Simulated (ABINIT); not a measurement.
An input for ABINIT 10.8.3 (H3BrO (Cm)):

```
acell 3*1.0 Angstrom
rprim 
  3.486419000000 -2.476209000000 0.000000000000
  3.486419000000 2.476209000000 -0.000000000000
  -1.714341000000 -0.000000000000 4.084576000000
ntypat 3
znucl 1 35 8
natom 5
typat 1 1 1 2 3
xred 
  0.314472000000 0.314472000000 0.352441000000
  0.642675000000 0.307942000000 0.680036000000
  0.307942000000 0.642675000000 0.680036000000
  0.016087000000 0.016087000000 0.988660000000
  0.460242000000 0.460242000000 0.536286000000
pp_dirpath "pseudos"
pseudos "H.upf, Br.upf, O.upf"
ecut 36
nspinor 2
iscf -2
irdden 1
kptopt 0
nkpt 40
kpt 
  0.00000000 0.00000000 0.00000000
  -0.09958180 0.09958180 0.00000000
  -0.19916360 0.19916360 0.00000000
  -0.29874541 0.29874541 0.00000000
  -0.39832721 0.39832721 0.00000000
  0.39832721 0.60167279 0.00000000
  0.42374541 0.57625459 0.00000000
  0.44916360 0.55083639 0.00000000
  0.47458180 0.52541820 0.00000000
  0.50000000 0.50000000 0.00000000
  0.37500000 0.37500000 0.00000000
  0.25000000 0.25000000 0.00000000
  0.12500000 0.12500000 0.00000000
  0.00000000 0.00000000 0.00000000
  0.12500000 0.12500000 -0.12500000
  0.25000000 0.25000000 -0.25000000
  0.37500000 0.37500000 -0.37500000
  0.50000000 0.50000000 -0.50000000
  0.45199221 0.54800779 -0.50000000
  0.40398443 0.59601557 -0.50000000
  0.35597665 0.64402335 -0.50000000
  0.30796886 0.69203114 -0.50000000
  -0.30796886 0.30796886 -0.50000000
  -0.23097665 0.23097665 -0.50000000
  -0.15398443 0.15398443 -0.50000000
  -0.07699222 0.07699222 -0.50000000
  0.00000000 0.00000000 -0.50000000
  0.00000000 0.00000000 -0.37500000
  0.00000000 0.00000000 -0.25000000
  0.00000000 0.00000000 -0.12500000
  0.00000000 0.00000000 0.00000000
  0.00000000 0.50000000 -0.50000000
  0.00000000 0.37500000 -0.37500000
  0.00000000 0.25000000 -0.25000000
  0.00000000 0.12500000 -0.12500000
  0.00000000 0.00000000 0.00000000
  0.00000000 0.12500000 0.00000000
  0.00000000 0.25000000 0.00000000
  0.00000000 0.37500000 0.00000000
  -0.00000000 0.50000000 0.00000000
istwfk *1
nband 32
nbdbuf 6
tolwfr 1e-08
nstep 40
prtwf 0
prtvol 0
indata_prefix "in"
outdata_prefix "out"
tmpdata_prefix "tmp"
```

```sh
OMP_NUM_THREADS=1 mpirun -n 8 abinit run.abi > log
```

Question: How long will it take on 8 MPI ranks of Arm Neoverse V2, shared host, and how much memory?

It took 30 s; on shared hardware allow 15 s to 61 s. Peak host memory was 0.75 GiB.

[Paths, hosts, dates, memory and timing lines, banners, echoed tables and standing remarks are left out of the program output.]

[Logs are printed without paths, hosts, clocks, repeated set-up lines and the standing remarks that a program may print on its own settings, such as how far it seeks lower states.]

[Runs of the session that timed out or met a known fault of the program may be left out.]

[Hosts, paths, dates, database ids (printed as entryN), source tags and the programs' standing remarks are cut or masked in the printed files.]

[G0W0 gaps are taken among the corrected bands and points alone; a level outside them can change the order at an edge.]

[Where Ansatz stands beside ABINIT at settings called matched, ABINIT's density can come from a denser mesh and the files from another edition; pairs whose starting gaps differed by over 0.03 eV were left out, so agreement reads better than it is.]
